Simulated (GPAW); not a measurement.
## Cl-SnSn-Cl chair monolayer: simulated STM images

Aim: Tersoff-Hamann images of Cl-SnSn-Cl chair monolayer at several biases.

Main program and level: GPAW 26.7.0; GPAW, PAW setups; layer in a repeated cell with vacuum, relaxation of atoms and in-plane cell, in the first sound run; inputs show where later runs differ.

### 1. Starting point

The cell holds 4 atoms: 2 Cl and 2 Sn. Cell: a = 4.587 Å, b = 4.587 Å, c = 19.747 Å, α = 90.0°, β = 90.0°, γ = 120.0°. Vacuum lies along c.

### 2. Relaxing the atoms

Forces are removed first; all later runs use this geometry.

run.py

```python
import json
import numpy as np
from ase import Atoms
from ase.filters import FrechetCellFilter
from ase.optimize import BFGS
from gpaw import GPAW, PW

slab = Atoms(
    ['Cl', 'Sn', 'Sn', 'Cl'],
    positions=[
        [2.29350, 1.32415, 7.00000],
        [2.29350, 1.32415, 9.41000],
        [-0.00000, 2.64831, 10.33667],
        [-0.00000, 2.64831, 12.74667]],
    cell=[[4.587, 0.0, 0.0], [-2.2935, 3.97246, 0.0], [0.0, 0.0, 19.7467]],
    pbc=[True, True, True])

slab.calc = GPAW(mode=PW(600), xc='PBE', kpts={'size': (9, 9, 1), 'gamma': True},
                 occupations={'name': 'fermi-dirac', 'width': 0.05}, nbands='200%',
                 convergence={'density': 1e-05}, maxiter=200,
                 symmetry={'tolerance': 1e-3}, txt='slab.txt')
result = {}
# The in-plane cell is free; stress needs a cell that repeats along all three vectors
path = []
opt = BFGS(FrechetCellFilter(slab, mask=[1, 1, 0, 0, 0, 1]), maxstep=0.2)
opt.attach(lambda: path.append((slab.get_potential_energy(), slab.positions.tolist(), slab.get_forces().tolist())))
result['relaxed'] = bool(opt.run(fmax=0.02, steps=45))
result['path'] = path
result['cell'] = slab.cell.tolist()
print('in-plane lattice', slab.cell.cellpar().round(4)[[0, 1, 5]])
energy = slab.get_potential_energy()
fermi = slab.calc.get_fermi_level()
v = slab.calc.get_electrostatic_potential().mean((0, 1)) - fermi
n = slab.calc.get_pseudo_density().mean((0, 1))
L = slab.cell[2, 2]
z = np.arange(len(v)) * L / len(v)
low, high = slab.positions[:, 2].min(), slab.positions[:, 2].max()
below, above = np.interp([low - 4.8, high + 4.8], z, v)
slopes = [np.interp(x, z, np.gradient(v, z)) for x in (low - 4.8, high + 4.8)]
eps = np.array([[slab.calc.get_eigenvalues(k, s) for k in range(len(slab.calc.get_ibz_k_points()))]
                for s in range(slab.calc.get_number_of_spins())]) - fermi
top, bottom = eps[eps < 0].max(), eps[eps > 0].min()
dipole = slab.get_dipole_moment()[2]
print(f'energy {energy:.4f} eV, Fermi level {fermi:.4f} eV, dipole {dipole:.5f} e A')
print(f'potential 4.8 A off the faces, from the Fermi level: lower {below:.4f} eV, upper {above:.4f} eV')
print(f'slope of the potential there: lower {slopes[0]:.5f}, upper {slopes[1]:.5f} eV/A')
print(f'nearest levels on the mesh: {top:.4f} and {bottom:.4f} eV')
print('magnetic moment', round(slab.get_magnetic_moment(), 3))
result.update(energy=energy, fermi=fermi, dipole=dipole, below=below, above=above, slopes=slopes, edges=[top, bottom],
              z=z.tolist(), v=v.tolist(), n=n.tolist(), positions=slab.positions.tolist(),
              forces=slab.get_forces(apply_constraint=False).tolist(), moments=slab.get_magnetic_moments().tolist())
json.dump(result, open('result.json', 'w'))
```

Launch:

```sh
OMP_NUM_THREADS=1 OPENBLAS_NUM_THREADS=1 python run.py
```

What it wrote:

```text
Step          Energy          fmax
BFGS:    0      -13.871574        0.642263
BFGS:    1      -13.895194        0.576053
BFGS:    2      -13.948366        0.628607
BFGS:    3      -13.965103        0.647847
BFGS:    4      -14.102301        0.302172
BFGS:    5      -14.107902        0.125521
BFGS:    6      -14.108839        0.093762
BFGS:    7      -14.109911        0.127758
BFGS:    8      -14.111489        0.137405
BFGS:    9      -14.112921        0.092546
BFGS:   10      -14.113474        0.037160
BFGS:   11      -14.113565        0.005512
in-plane lattice [  4.9197   4.9197 120.    ]
energy -14.1121 eV, Fermi level -3.5755 eV, dipole -0.00040 e A
potential 4.8 A off the faces, from the Fermi level: lower 6.3949 eV, upper 6.3958 eV
slope of the potential there: lower -0.00019, upper -0.00018 eV/A
nearest levels on the mesh: -0.0256 and 0.7287 eV
magnetic moment 0.0
```

It took 17 min on 1 thread of Arm Neoverse V2, shared host; peak memory 0.68 GiB.

This step gave:

- dipole along the normal: -4.01e-4 e·Å
- levels nearest the Fermi level on the mesh: -0.02563, 0.7287 eV from the Fermi level

Electrostatic potential energy of an electron (without an applied field's), less the Fermi level, planar mean against z:

| z (Å) | electrostatic potential energy of an electron (without an applied field's), less the Fermi level, planar mean (eV) |
| --- | --- |
| 0 | 6.40 |
| 1 | 6.40 |
| 2 | 6.40 |
| 3 | 6.39 |
| 4 | 6.39 |
| 5 | 6.38 |
| 6 | 6.03 |
| 7 | -2.13 |
| 8 | 3.66 |
| 9 | -2.94 |
| 10 | -12.4 |
| 11 | 0.272 |
| 12 | 2.68 |
| 13 | 1.72 |
| 14 | 6.25 |
| 15 | 6.39 |
| 16 | 6.40 |
| 17 | 6.40 |
| 18 | 6.40 |
| 19 | 6.40 |

Pseudo valence density, planar mean against z:

| z (Å) | pseudo valence density, planar mean (e/Å³) |
| --- | --- |
| 0.00 | 0 |
| 0.53 | 0 |
| 1.06 | 0 |
| 1.59 | 0 |
| 2.12 | 0 |
| 2.64 | 0 |
| 3.17 | 1.5e-6 |
| 3.70 | 8.3e-6 |
| 4.23 | 5.2e-5 |
| 4.76 | 3.2e-4 |
| 5.29 | 0.00204 |
| 5.82 | 0.0133 |
| 6.35 | 0.0802 |
| 6.88 | 0.224 |
| 7.41 | 0.227 |
| 7.93 | 0.119 |
| 8.46 | 0.0740 |
| 8.99 | 0.230 |
| 9.52 | 0.824 |
| 10.05 | 0.833 |
| 10.58 | 0.405 |
| 11.11 | 0.0931 |
| 11.64 | 0.0882 |
| 12.17 | 0.209 |
| 12.69 | 0.218 |
| 13.22 | 0.132 |
| 13.75 | 0.0247 |
| 14.28 | 0.00380 |
| 14.81 | 5.9e-4 |
| 15.34 | 9.5e-5 |
| 15.87 | 1.6e-5 |
| 16.40 | 2.4e-6 |
| 16.93 | 0 |
| 17.45 | 0 |
| 17.98 | 0 |
| 18.51 | 0 |
| 19.04 | 0 |
| 19.57 | 0 |

The relaxation lowered the energy of the cell by 0.241 eV (energies extrapolated to zero smearing; the optimiser's log prints free energies). The largest force left on a free atom is 0.0055 eV/Å.

### 3. The slab's potential

The work function is the vacuum plateau of the electrostatic potential less the Fermi level; a dipole layer lets the two faces have plateaus of their own.

This step: GPAW, PAW setups; slab in vacuum (GPAW 26.7.0).

The cell differs from the one that the last finished run ended in (c 19.747 → 19.418 Å).

run.py

```python
import json
import numpy as np
from ase import Atoms
from ase.dft.stm import STM
from gpaw import GPAW, PW

slab = Atoms(
    ['Cl', 'Sn', 'Sn', 'Cl'],
    positions=[
        [2.45986, 1.42020, 7.00000],
        [2.45986, 1.42020, 9.37320],
        [0.00000, 2.84040, 10.04461],
        [0.00000, 2.84040, 12.41781]],
    cell=[[4.91972, -0.0, 0.0], [-2.45986, 4.2606, 0.0], [0.0, 0.0, 19.4178]],
    pbc=[True, True, False])

slab.calc = GPAW(mode=PW(400), xc='PBE', kpts={'size': (9, 9, 1), 'gamma': True},
                 occupations={'name': 'fermi-dirac', 'width': 0.05}, nbands='200%',
                 convergence={'density': 1e-05}, maxiter=200,
                 poissonsolver={'dipolelayer': 'xy'},
                 symmetry={'tolerance': 1e-3}, txt='slab.txt')
result = {}
energy = slab.get_potential_energy()
fermi = slab.calc.get_fermi_level()
v = slab.calc.get_electrostatic_potential().mean((0, 1)) - fermi
n = slab.calc.get_pseudo_density().mean((0, 1))
L = slab.cell[2, 2]
z = np.arange(len(v)) * L / len(v)
low, high = slab.positions[:, 2].min(), slab.positions[:, 2].max()
below, above = np.interp([low - 4.8, high + 4.8], z, v)
slopes = [np.interp(x, z, np.gradient(v, z)) for x in (low - 4.8, high + 4.8)]
eps = np.array([[slab.calc.get_eigenvalues(k, s) for k in range(len(slab.calc.get_ibz_k_points()))]
                for s in range(slab.calc.get_number_of_spins())]) - fermi
top, bottom = eps[eps < 0].max(), eps[eps > 0].min()
dipole = slab.get_dipole_moment()[2]
print(f'energy {energy:.4f} eV, Fermi level {fermi:.4f} eV, dipole {dipole:.5f} e A')
print(f'potential 4.8 A off the faces, from the Fermi level: lower {below:.4f} eV, upper {above:.4f} eV')
print(f'slope of the potential there: lower {slopes[0]:.5f}, upper {slopes[1]:.5f} eV/A')
print(f'nearest levels on the mesh: {top:.4f} and {bottom:.4f} eV')
print('magnetic moment', round(slab.get_magnetic_moment(), 3))
result.update(energy=energy, fermi=fermi, dipole=dipole, below=below, above=above, slopes=slopes, edges=[top, bottom],
              z=z.tolist(), v=v.tolist(), n=n.tolist(), positions=slab.positions.tolist(),
              forces=slab.get_forces(apply_constraint=False).tolist(), moments=slab.get_magnetic_moments().tolist())

# Images need the states of the whole zone, up to time reversal
slab.calc = slab.calc.fixed_density(symmetry={'point_group': False}, txt='states.txt', nbands='290%',
                                    convergence={'bands': 'CBM+1.8'})
stm = STM(slab)
result['stm'] = []
for bias in [-2.0, -1.0, 1.5]:
    height = high + 3.5
    current = stm.get_averaged_current(bias, height)
    x, y, h = stm.scan(bias, current)
    i, f = divmod(height / L * stm.ldos.shape[2], 1)
    I = abs((1 - f) * stm.ldos[:, :, int(i)] + f * stm.ldos[:, :, int(i) + 1])
    print(f'bias {bias} V: mean current at 3.5 A {current:.4e}, corrugation {np.ptp(h):.4f} A')
    result['stm'].append(dict(bias=bias, current=current, h=(h - high).tolist(), I=I.tolist()))
json.dump(result, open('result.json', 'w'))
```

What it wrote:

```text
energy -13.8036 eV, Fermi level -3.5269 eV, dipole 0.00022 e A
potential 4.8 A off the faces, from the Fermi level: lower 6.3962 eV, upper 6.3949 eV
slope of the potential there: lower -0.00006, upper 0.00006 eV/A
nearest levels on the mesh: -0.0256 and 0.7259 eV
magnetic moment 0.0
bias -2.0 V: mean current at 3.5 A 6.8398e-07, corrugation 0.3423 A
bias -1.0 V: mean current at 3.5 A 1.0667e-07, corrugation 1.1297 A
bias 1.5 V: mean current at 3.5 A 1.7761e-07, corrugation 1.0099 A
```

Elapsed: 4.2 min, on 1 thread; peak memory 0.7 GiB.

This step gave:

* dipole along the normal: 2.23e-4 e·Å
* levels nearest the Fermi level on the mesh: -0.02559, 0.7259 eV from the Fermi level
* upper work function: 6.395 eV
* lower work function: 6.396 eV
* corrugation -2: 0.3423 Å
* corrugation -1: 1.130 Å
* corrugation 1.5: 1.010 Å

Table of electrostatic potential energy of an electron (without an applied field's), less the Fermi level, planar mean by z:

| z (Å) | electrostatic potential energy of an electron (without an applied field's), less the Fermi level, planar mean (eV) |
| --- | --- |
| 0.0 | 6.40 |
| 0.5 | 6.40 |
| 1.0 | 6.40 |
| 1.5 | 6.40 |
| 2.0 | 6.40 |
| 2.5 | 6.40 |
| 3.0 | 6.40 |
| 3.5 | 6.40 |
| 4.0 | 6.40 |
| 4.5 | 6.39 |
| 5.0 | 6.38 |
| 5.5 | 6.28 |
| 6.0 | 5.73 |
| 6.5 | 2.76 |
| 7.0 | -3.44 |
| 7.5 | 1.96 |
| 8.0 | 3.60 |
| 8.5 | 1.04 |
| 9.0 | -5.67 |
| 9.5 | -12.1 |
| 10.0 | -11.6 |
| 10.5 | -4.28 |
| 11.0 | 1.71 |
| 11.5 | 3.68 |
| 12.0 | 1.07 |
| 12.5 | -3.05 |
| 13.0 | 3.59 |
| 13.5 | 5.90 |
| 14.0 | 6.31 |
| 14.5 | 6.38 |
| 15.0 | 6.39 |
| 15.5 | 6.39 |
| 16.0 | 6.39 |
| 16.5 | 6.39 |
| 17.0 | 6.39 |
| 17.5 | 6.39 |
| 18.0 | 6.39 |
| 18.5 | 6.39 |
| 19.0 | 6.40 |

Table of pseudo valence density, planar mean by z:

| z (Å) | pseudo valence density, planar mean (e/Å³) |
| --- | --- |
| 0.00 | 0 |
| 0.43 | 0 |
| 1.08 | 0 |
| 1.51 | 0 |
| 2.16 | 0 |
| 2.59 | 1.0e-6 |
| 3.02 | 2.2e-6 |
| 3.67 | 1.2e-5 |
| 4.10 | 5.6e-5 |
| 4.75 | 5.4e-4 |
| 5.18 | 0.00246 |
| 5.61 | 0.0114 |
| 6.26 | 0.100 |
| 6.69 | 0.222 |
| 7.34 | 0.222 |
| 7.77 | 0.119 |
| 8.20 | 0.0717 |
| 8.85 | 0.244 |
| 9.28 | 0.766 |
| 9.92 | 0.842 |
| 10.36 | 0.483 |
| 11.00 | 0.0843 |
| 11.43 | 0.0838 |
| 11.87 | 0.175 |
| 12.51 | 0.217 |
| 12.95 | 0.169 |
| 13.59 | 0.0243 |
| 14.02 | 0.00526 |
| 14.46 | 0.00115 |
| 15.10 | 1.2e-4 |
| 15.53 | 2.9e-5 |
| 16.18 | 2.5e-6 |
| 16.61 | 0 |
| 17.04 | 0 |
| 17.69 | 0 |
| 18.12 | 0 |
| 18.77 | 0 |
| 19.20 | 0 |

Tip height over the top atom over a1 and a2. Sample bias -2 V, constant current at the mean current 3.5 Å over the top atom.

Ten even steps from '0' (3.29 Å) to '9' (3.63 Å):
```
222355677888888776553222
223566788888888876653222
235677889999998877653222
456788899999998887654323
556788899999988876554334
567888999999988876543334
678899999999998876543345
678999999999998765432345
788999999999988754322345
788999999999887654323456
788999999998876542112456
788999999988765421012456
788998899887654210012456
788888888876542100012456
778888887765421000012456
677787776554210000012455
666776665442100000012445
556665554331000000013345
555555443221111111122344
433344332232222222322334
222233333344444444333333
222223344455555554443322
222234455566666655544322
222245566777777766554222
```
Columns: a1 from 0 to 0.958; rows upwards: a2 from 0 to 0.958.

Local density of states summed over the bias window over a1 and a2. Sample bias -2 V, constant height 3.5 Å over the top atom.

Ten even steps from '_' (0.38 × 1e-6 arbitrary) to '@' (1.05 × 1e-6 arbitrary):
```
......::--====++****########****++====--::......
....::--==++****##############****++==--::......
..::--==****####%%%%%%%%%%%%####****==--::......
::--==**######%%@@@@%%@@@@%%######**==--::::::::
--==++**####%%@@@@@@@@@@@@%%####**++==--::::::::
--==**####%%@@@@@@@@@@@@@@%%####**==--::::::::::
==++**##%%@@@@@@@@@@@@@@@@%%##**++==--::::::::--
++**##%%@@@@@@@@%%@@@@@@@@%%##**++--::::::::::--
++**##%%@@@@@@@@@@@@@@@@%%##**++==--::....::--==
++####%%%%@@@@@@@@@@%%%%####++==--::......::--==
**####%%@@@@@@@@@@@@%%####**==--::........::--==
**####%%@@@@@@@@@@%%####**==--::....__....::--==
**####%%%%%%%%%%%%####**==--::..________..::--==
++**##############**++==--::..__________..::--==
++****########****++==--::..____________..::--==
++++****##****++++==--::..______________..::--==
====++****++====----::....____________....::----
--==========----::::....______________....::::--
------------::::::........________........::::::
::::::::::::::::::......................::::::::
........::::::::::::::::::::::::::::::::::::::::
........::::::::::------------------::::::::::..
........::::::----================----::::::....
........::----==++++++******++++++==----::......
```
Columns: a1 from 0 to 0.958; rows upwards: a2 from 0 to 0.958.

Tip height over the top atom over a1 and a2. Sample bias -1 V, constant current at the mean current 3.5 Å over the top atom.

Values in Å, 12 rows by 16 columns, each cell a mean:
```
3.39 3.43 3.51 3.57 3.61 3.60 3.61 3.61 3.61 3.61 3.61 3.60 3.55 3.49 3.41 3.39
3.46 3.53 3.60 3.63 3.62 3.59 3.56 3.56 3.59 3.62 3.64 3.61 3.56 3.49 3.42 3.41
3.53 3.60 3.63 3.62 3.55 3.51 3.47 3.51 3.55 3.62 3.64 3.61 3.52 3.46 3.41 3.45
3.56 3.61 3.60 3.55 3.46 3.37 3.40 3.50 3.57 3.61 3.59 3.54 3.46 3.40 3.42 3.48
3.58 3.61 3.57 3.51 3.43 3.41 3.48 3.54 3.61 3.59 3.54 3.46 3.34 3.32 3.43 3.52
3.57 3.61 3.58 3.54 3.52 3.54 3.58 3.60 3.56 3.52 3.41 3.28 3.19 3.27 3.42 3.51
3.58 3.61 3.61 3.61 3.61 3.61 3.60 3.56 3.49 3.38 3.16 2.99 3.05 3.24 3.44 3.51
3.57 3.61 3.63 3.63 3.62 3.58 3.54 3.46 3.31 3.10 2.76 2.68 3.02 3.24 3.42 3.52
3.55 3.59 3.59 3.59 3.54 3.49 3.41 3.30 3.12 2.95 2.83 2.91 3.13 3.28 3.42 3.49
3.49 3.49 3.49 3.48 3.44 3.40 3.32 3.28 3.24 3.21 3.21 3.24 3.29 3.34 3.42 3.45
3.41 3.41 3.41 3.41 3.42 3.43 3.44 3.44 3.45 3.45 3.44 3.44 3.43 3.42 3.41 3.41
3.38 3.39 3.43 3.47 3.50 3.52 3.55 3.55 3.53 3.55 3.55 3.53 3.50 3.47 3.42 3.39
```
Columns: a1 from 0 to 0.958; rows upwards: a2 from 0 to 0.958.

(Part 1 of 2 ends here.)

[Logs are printed without paths, hosts, clocks, repeated set-up lines and the standing remarks that a program may print on its own settings, such as how far it seeks lower states.]

[Hosts, paths, dates, database ids (printed as entryN), source tags and the programs' standing remarks are cut or masked in the printed files.]
